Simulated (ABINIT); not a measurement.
# TlBiSe3 (Pm-3m): zone-centre phonons, part 2 of 4

Which modes does TlBiSe3 (Pm-3m) have at the zone centre?

ABINIT 10.8.3; DFT LDA, scalar-relativistic, plane waves, HGH norm-conserving pseudopotentials.

So far. Step 4 (Relaxing the cell and atoms): The volume changes by +0.6 % in this run and stands +1.9 % from the first cell. Step 5 (Ground state): The cell stands at -0.78 GPa: the relaxation ran with a smoothed and higher cutoff, and the difference is a stress of the finite basis. The relaxed cell has a = 5.405 Å (conventional setting).

The structure was built from a prototype and need not be the compound's stable phase.

## 6. Linear response at Γ

At q = 0 one unit cell holds all displacements. The response is solved for single atoms along the cell's directions, and symmetry skips those that follow from others. The crystal is treated as a metal, which screens a static field, so no field response is asked.

Contents of dfpt_gamma.abi:

```

# common to the responses
getwfk_filepath "gso_WFK"
kptopt 2
nqpt 1
qpt 0.0 0.0 0.0
asr 0
chneut 0

# displacements
rfphon 1
rfatpol 1 5
rfdir 1 1 1
tolvrs 1.0d-10
prtwf 0

# basis, mesh and filling
ecut 20.0
ixc 7
ngkpt 4 4 4
nshiftk 1
shiftk 0.0 0.0 0.0
istwfk *1
occopt 7
tsmear 0.01
nband 20
nstep 100
diemac 1000000.0
prtebands 0
prtgsr 0

# cell and atoms
acell 10.21385673 10.21385673 10.21385673
rprim 
    1.0 0.0 0.0
    0.0 1.0 0.0
    0.0 0.0 1.0
ntypat 3
znucl 81 83 34
natom 5
typat 1 2 3 3 3
xred 
    0.0 0.0 0.0
    0.5 0.5 0.5
    0.5 0.5 0.0
    0.5 0.0 0.5
    0.0 0.5 0.5
pp_dirpath "./pseudo"
pseudos "Tl.hgh, Bi.hgh, Se.hgh"
```

Run with:

```sh
OMP_NUM_THREADS=1 mpirun -n 4 abinit dfpt_gamma.abi > dfpt_gamma.log
```

Numbers of over 12 decimals in the logs are rounded to 6 here.

dfpt_gamma.abo, the main output file:

```text
[banners, grids, parts of the stress and lines that vanish by symmetry left out]
- input  file    -> dfpt_gamma.abi
- output file    -> dfpt_gamma.abo
- root for input  files -> dfpt_gammai
- root for output files -> dfpt_gammao

 Symmetries : space group Pm -3 m (#221); Bravais cP (primitive cubic)
================================================================================
 Values of the parameters that define the memory need of the present run (RF).
     intxc =       0      iscf =       7    lmnmax =       6     lnmax =       6
     mgfft =      45  mpssoang =       3    mqgrid =    3001     natom =       5
  nloc_mem =       1    nspden =       1   nspinor =       1    nsppol =       1
      nsym =      48    n1xccc =       0    ntypat =       3    occopt =       7
   xclevel =       1
-    mband =          20        mffmem =           1         mkmem =           9
-   mkqmem =           9        mk1mem =           9           mpw =        4632
      nfft =       91125          nkpt =          36
- my_mband =          20
================================================================================
================================================================================

--------------------------------------------------------------------------------
------------- Echo of variables that govern the present computation ------------
--------------------------------------------------------------------------------
-
- outvars: echo of selected default values
-   iomode0 =  0 , fftalg0 =312 , wfoptalg0 =  0
-
- outvars: echo of global parameters not present in the input file
-  max_nthreads =    1
-
 -outvars: echo values of preprocessed input variables
 [... echo left out ...]
================================================================================

 chkinp: Checking input parameters for consistency.

[...]
== DATASET  1 ==================================================================
-   mpi_nproc: 4, omp_nthreads: 1 (-1 if OMP is not activated)

--- !DatasetInfo
iteration_state: {dtset: 1, }
dimensions: {natom: 5, nkpt: 36, mband: 20, nsppol: 1, nspinor: 1, nspden: 1, mpw: 4632, }
cutoff_energies: {ecut:  20.0, pawecutdg:  -1.0, }
electrons: {nelect:   2.60000000E+01, charge:   0.00000000E+00, occopt:   7.00000000E+00, tsmear:   1.00000000E-02, }
meta: {optdriver: 1, rfphon: 1, }
...

 mkfilename: getwfk from: gso_WFK

 Exchange-correlation functional for the present dataset will be:
  LDA: Perdew-Wang 92 LSD fit to Ceperley-Alder data - ixc=7
 Citation for XC functional:
  J.P.Perdew and Y.Wang, PRB 45, 13244 (1992)

 Real(R)+Recip(G) space primitive vectors, cartesian coordinates (Bohr,Bohr^-1):
 R(1)= 10.2138567  0.0000000  0.0000000  G(1)=  0.0979062  0.0000000  0.0000000
 R(2)=  0.0000000 10.2138567  0.0000000  G(2)=  0.0000000  0.0979062  0.0000000
 R(3)=  0.0000000  0.0000000 10.2138567  G(3)=  0.0000000  0.0000000  0.0979062
 Unit cell volume ucvol=  1.0655388E+03 bohr^3
 Angles (23,13,12)=  9.00000000E+01  9.00000000E+01  9.00000000E+01 degrees
 setup1 : take into account q-point for computing boxcut.

 getcut: wavevector=  0.0000  0.0000  0.0000  ngfft=  45  45  45
         ecut(hartree)=     20.000   => boxcut(ratio)=   2.13985

--- Pseudopotential description ------------------------------------------------
- pspini: atom type   1  psp file is ./pseudo/Tl.hgh

- pspini: atom type   2  psp file is ./pseudo/Bi.hgh

- pspini: atom type   3  psp file is ./pseudo/Se.hgh

   1.73747037E+03                                ecore*ucvol(ha*bohr**3)
--------------------------------------------------------------------------------

 ==>  initialize data related to q vector <==

 The list of irreducible perturbations for this q vector is:
    1)    idir= 1    ipert=   1
    2)    idir= 1    ipert=   2
    3)    idir= 1    ipert=   3
    4)    idir= 3    ipert=   3

[...]
The perturbation idir=   2  ipert=   1 is
 symmetric of a previously calculated perturbation.
 So, its SCF calculation is not needed.

 The perturbation idir=   3  ipert=   1 is
 symmetric of a previously calculated perturbation.
 So, its SCF calculation is not needed.

 The perturbation idir=   2  ipert=   2 is
 symmetric of a previously calculated perturbation.
 So, its SCF calculation is not needed.

 The perturbation idir=   3  ipert=   2 is
 symmetric of a previously calculated perturbation.
 So, its SCF calculation is not needed.

[...]
The perturbation idir=   2  ipert=   5 is
 symmetric of a previously calculated perturbation.
 So, its SCF calculation is not needed.

 The perturbation idir=   3  ipert=   5 is
 symmetric of a previously calculated perturbation.
 So, its SCF calculation is not needed.

--------------------------------------------------------------------------------
 Perturbation wavevector (in red.coord.)   0.000000  0.000000  0.000000
 Perturbation : displacement of atom   1   along direction   1
 Found     8 symmetries that leave the perturbation invariant.

[...]
dfpt_looppert : total number of electrons, from k and k+q
  fully or partially occupied states are    2.600000E+01 and    2.600000E+01.
 Initialisation of the first-order wave-functions :
  ireadwf=   0

--- !BeginCycle
iteration_state: {dtset: 1, }
solver: {iscf: 7, nstep: 100, nline: 4, wfoptalg: 0, }
tolerances: {tolvrs: 1.00E-10, }
...

     iter   2DEtotal(Ha)        deltaE(Ha) residm    vres2
-ETOT  1   15.593442875296     -3.712E+01 1.183E+00 6.079E+04
 ETOT  2  6.08345329443551E-02 -1.553E+01 8.336E-02 3.013E+03
 ETOT  3 -0.665849     -7.267E-01 1.165E-02 3.029E+02
 ETOT  4 -0.734568     -6.872E-02 1.384E-03 4.469E+00
 ETOT  5 -0.735420     -8.518E-04 8.119E-05 9.235E-02
[...]
At SCF step   12       vres2   =  1.51E-12 < tolvrs=  1.00E-10 =>converged.
[...]
Mean square residual over all n,k,spin=   61.749E-16; max=  17.572E-13

 Thirteen components of 2nd-order total energy (hartree) are
 1,2,3: 0th-order hamiltonian combined with 1st-order wavefunctions
     kin0=   5.86971245E+01 eigvalue=   2.40031978E+00  local=  -3.29056436E+01
 4,5,6: 1st-order hamiltonian combined with 1st and 0th-order wfs
 loc psp =  -8.51842894E+00  Hartree=   1.19197332E+01     xc=  -7.53341297E+00
 note that "loc psp" includes a xc core correction that could be resolved
 7,8,9: eventually, occupation + non-local contributions
    edocc=   9.97168479E+00     enl0=   1.09009306E+01   enl1=  -9.83830437E+01
 1-9 gives the relaxation energy (to be shifted if some occ is /=2.0)
   erelax=  -5.34507363E+01
 10,11,12 Non-relaxation  contributions : frozen-wavefunctions and Ewald
 fr.local=  -2.25719178E+01 fr.nonlo=   4.69897024E+01  Ewald=   2.82974915E+01
 13,14 Frozen wf xc core corrections (1) and (2)
 frxc 1  =   0.00000000E+00  frxc 2 =   0.00000000E+00
 Resulting in :
 2DEtotal=   -0.7354602703E+00 Ha. Also 2DEtotal=   -0.200128934825E+02 eV
    (2DErelax=   -5.3450736329E+01 Ha. 2DEnonrelax=    5.2715276058E+01 Ha)
    (  non-var. 2DEtotal :   -7.3546024757E-01 Ha)

[...]
Perturbation wavevector (in red.coord.)   0.000000  0.000000  0.000000
 Perturbation : displacement of atom   2   along direction   1
 Found     8 symmetries that leave the perturbation invariant.

[...]
dfpt_looppert : total number of electrons, from k and k+q
  fully or partially occupied states are    2.600000E+01 and    2.600000E+01.
 Initialisation of the first-order wave-functions :
  ireadwf=   0

--- !BeginCycle
iteration_state: {dtset: 1, }
solver: {iscf: 7, nstep: 100, nline: 4, wfoptalg: 0, }
tolerances: {tolvrs: 1.00E-10, }
...

     iter   2DEtotal(Ha)        deltaE(Ha) residm    vres2
-ETOT  1   133.54661211968     -6.689E+01 1.277E+00 4.185E+05
[...]
At SCF step   13       vres2   =  3.69E-12 < tolvrs=  1.00E-10 =>converged.
[...]
Mean square residual over all n,k,spin=   88.257E-17; max=  17.796E-14

 Thirteen components of 2nd-order total energy (hartree) are
 1,2,3: 0th-order hamiltonian combined with 1st-order wavefunctions
     kin0=   1.57788753E+02 eigvalue=   1.39110741E+01  local=  -4.10664664E+01
 4,5,6: 1st-order hamiltonian combined with 1st and 0th-order wfs
 loc psp =  -2.35548348E+02  Hartree=   4.66141943E+01     xc=  -1.75451553E+01
 note that "loc psp" includes a xc core correction that could be resolved
 7,8,9: eventually, occupation + non-local contributions
    edocc=   1.85489958E+01     enl0=   2.10111949E+01   enl1=  -1.62976832E+02
 1-9 gives the relaxation energy (to be shifted if some occ is /=2.0)
   erelax=  -1.99262590E+02
 10,11,12 Non-relaxation  contributions : frozen-wavefunctions and Ewald
 fr.local=   7.65054614E+01 fr.nonlo=   8.08653395E+01  Ewald=   4.30614001E+01
 13,14 Frozen wf xc core corrections (1) and (2)
 frxc 1  =   0.00000000E+00  frxc 2 =   0.00000000E+00
 Resulting in :
 2DEtotal=    0.1169610924E+01 Ha. Also 2DEtotal=    0.318267346095E+02 eV
    (2DErelax=   -1.9926259006E+02 Ha. 2DEnonrelax=    2.0043220099E+02 Ha)
    (  non-var. 2DEtotal :    1.1696108227E+00 Ha)

[...]
Perturbation wavevector (in red.coord.)   0.000000  0.000000  0.000000
 Perturbation : displacement of atom   3   along direction   1
 Found     4 symmetries that leave the perturbation invariant.

[...]
dfpt_looppert : total number of electrons, from k and k+q
  fully or partially occupied states are    2.600000E+01 and    2.600000E+01.
 Initialisation of the first-order wave-functions :
  ireadwf=   0

--- !BeginCycle
iteration_state: {dtset: 1, }
solver: {iscf: 7, nstep: 100, nline: 4, wfoptalg: 0, }
tolerances: {tolvrs: 1.00E-10, }
...

     iter   2DEtotal(Ha)        deltaE(Ha) residm    vres2
-ETOT  1   300.99920666930     -3.151E+02 2.024E+00 9.069E+05
[...]
At SCF step   13       vres2   =  3.00E-11 < tolvrs=  1.00E-10 =>converged.
[...]
Mean square residual over all n,k,spin=   51.415E-16; max=  71.954E-14

 Thirteen components of 2nd-order total energy (hartree) are
 1,2,3: 0th-order hamiltonian combined with 1st-order wavefunctions
     kin0=   6.19624171E+02 eigvalue=   1.94851074E+01  local=  -3.81284928E+02
 4,5,6: 1st-order hamiltonian combined with 1st and 0th-order wfs
 loc psp =  -3.01185832E+02  Hartree=   1.59608664E+02     xc=  -5.68260049E+01
 note that "loc psp" includes a xc core correction that could be resolved
 7,8,9: eventually, occupation + non-local contributions
    edocc=   1.55086591E+01     enl0=   2.41722993E+02   enl1=  -9.34491491E+02
 1-9 gives the relaxation energy (to be shifted if some occ is /=2.0)
   erelax=  -6.17838661E+02
 10,11,12 Non-relaxation  contributions : frozen-wavefunctions and Ewald
 fr.local=   1.46804087E+02 fr.nonlo=   4.71878071E+02  Ewald=  -2.60287279E+00
 13,14 Frozen wf xc core corrections (1) and (2)
 frxc 1  =   0.00000000E+00  frxc 2 =   0.00000000E+00
 Resulting in :
 2DEtotal=   -0.1759375893E+01 Ha. Also 2DEtotal=   -0.478750569889E+02 eV
    (2DErelax=   -6.1783866090E+02 Ha. 2DEnonrelax=    6.1607928501E+02 Ha)
    (  non-var. 2DEtotal :   -1.7593764258E+00 Ha)

[...]
Perturbation wavevector (in red.coord.)   0.000000  0.000000  0.000000
 Perturbation : displacement of atom   3   along direction   3
 Found     8 symmetries that leave the perturbation invariant.

--------------------------------------------------------------------------------

--------------------------------------------------------------------------------

 dfpt_looppert : total number of electrons, from k and k+q
  fully or partially occupied states are    2.600000E+01 and    2.600000E+01.
 Initialisation of the first-order wave-functions :
  ireadwf=   0

--- !BeginCycle
iteration_state: {dtset: 1, }
solver: {iscf: 7, nstep: 100, nline: 4, wfoptalg: 0, }
tolerances: {tolvrs: 1.00E-10, }
...

     iter   2DEtotal(Ha)        deltaE(Ha) residm    vres2
-ETOT  1   460.21022404685     -1.605E+02 2.114E+00 1.292E+06
[...]
ETOT 11   4.961696     -4.161E-11 1.618E-10 1.588E-09
 ETOT 12   4.961696      1.125E-11 3.957E-11 8.825E-11

 At SCF step   12       vres2   =  8.82E-11 < tolvrs=  1.00E-10 =>converged.
[...]
Mean square residual over all n,k,spin=   13.147E-14; max=  39.571E-12

 Thirteen components of 2nd-order total energy (hartree) are
 1,2,3: 0th-order hamiltonian combined with 1st-order wavefunctions
     kin0=   5.87344928E+02 eigvalue=   2.34508467E+01  local=  -3.46137843E+02
 4,5,6: 1st-order hamiltonian combined with 1st and 0th-order wfs
 loc psp =  -3.21276795E+02  Hartree=   1.71260318E+02     xc=  -5.61102073E+01
 note that "loc psp" includes a xc core correction that could be resolved
 7,8,9: eventually, occupation + non-local contributions
    edocc=   3.20309793E+01     enl0=   2.03921120E+02   enl1=  -9.10243487E+02
 1-9 gives the relaxation energy (to be shifted if some occ is /=2.0)
   erelax=  -6.15760139E+02
 10,11,12 Non-relaxation  contributions : frozen-wavefunctions and Ewald
 fr.local=   2.64134942E+01 fr.nonlo=   4.41463509E+02  Ewald=   1.52844832E+02
 13,14 Frozen wf xc core corrections (1) and (2)
 frxc 1  =   0.00000000E+00  frxc 2 =   0.00000000E+00
 Resulting in :
 2DEtotal=    0.4961695553E+01 Ha. Also 2DEtotal=    0.135014614114E+03 eV
    (2DErelax=   -6.1576013945E+02 Ha. 2DEnonrelax=    6.2072183501E+02 Ha)
    (  non-var. 2DEtotal :    4.9616944131E+00 Ha)

[...]
---- first-order wavefunction calculations are completed ----

 ==> Compute Derivative Database <==

 [... matrices left out ...]
  Phonon wavevector (reduced coordinates) :  0.00000  0.00000  0.00000
 Phonon energies in Hartree :
  -3.893428E-04 -3.893428E-04 -3.893428E-04 -3.647317E-04 -3.647317E-04
  -3.647317E-04 -1.431607E-04 -1.431607E-04 -1.431607E-04 -8.229889E-06
  -8.229888E-06 -8.229888E-06  6.417033E-04  6.417033E-04  6.417033E-04
 Phonon frequencies in cm-1    :
- -8.545088E+01 -8.545088E+01 -8.545088E+01 -8.004935E+01 -8.004935E+01
- -8.004935E+01 -3.142015E+01 -3.142015E+01 -3.142015E+01 -1.806252E+00
- -1.806252E+00 -1.806252E+00  1.408376E+02  1.408376E+02  1.408376E+02

== END DATASET(S) ==============================================================
================================================================================

 -outvars: echo values of variables after computation
            acell      1.0213856730E+01  1.0213856730E+01  1.0213856730E+01 Bohr
           etotal      4.9616955525E+00
            fcart      0.0000000000E+00  0.0000000000E+00  0.0000000000E+00
           strten      0.0000000000E+00  0.0000000000E+00  0.0000000000E+00
================================================================================
```

Run time: 87 s. Hardware: 4 MPI ranks of Arm Neoverse V2, shared host.

This step gave:

* largest acoustic frequency at the zone centre before the sum rule: -1.81 cm⁻¹
* highest optical zone-centre mode (no LO-TO term): 140.8 cm⁻¹
* lowest optical zone-centre mode: -85.45 cm⁻¹

The acoustic modes at Γ come out as far as 1.8 cm⁻¹ from zero, where they should vanish, a small numerical error. The lowest optical mode is imaginary, 85i cm⁻¹, an instability at this level and on this k mesh.

[end of part 2 of 4]

[Host names and launcher messages were left out of these logs when they were recorded.]

[Logs are printed without paths, hosts, clocks, repeated set-up lines and the standing remarks that a program may print on its own settings, such as how far it seeks lower states.]

[Hosts, paths, dates, database ids (printed as entryN), source tags and the programs' standing remarks are cut or masked in the printed files.]
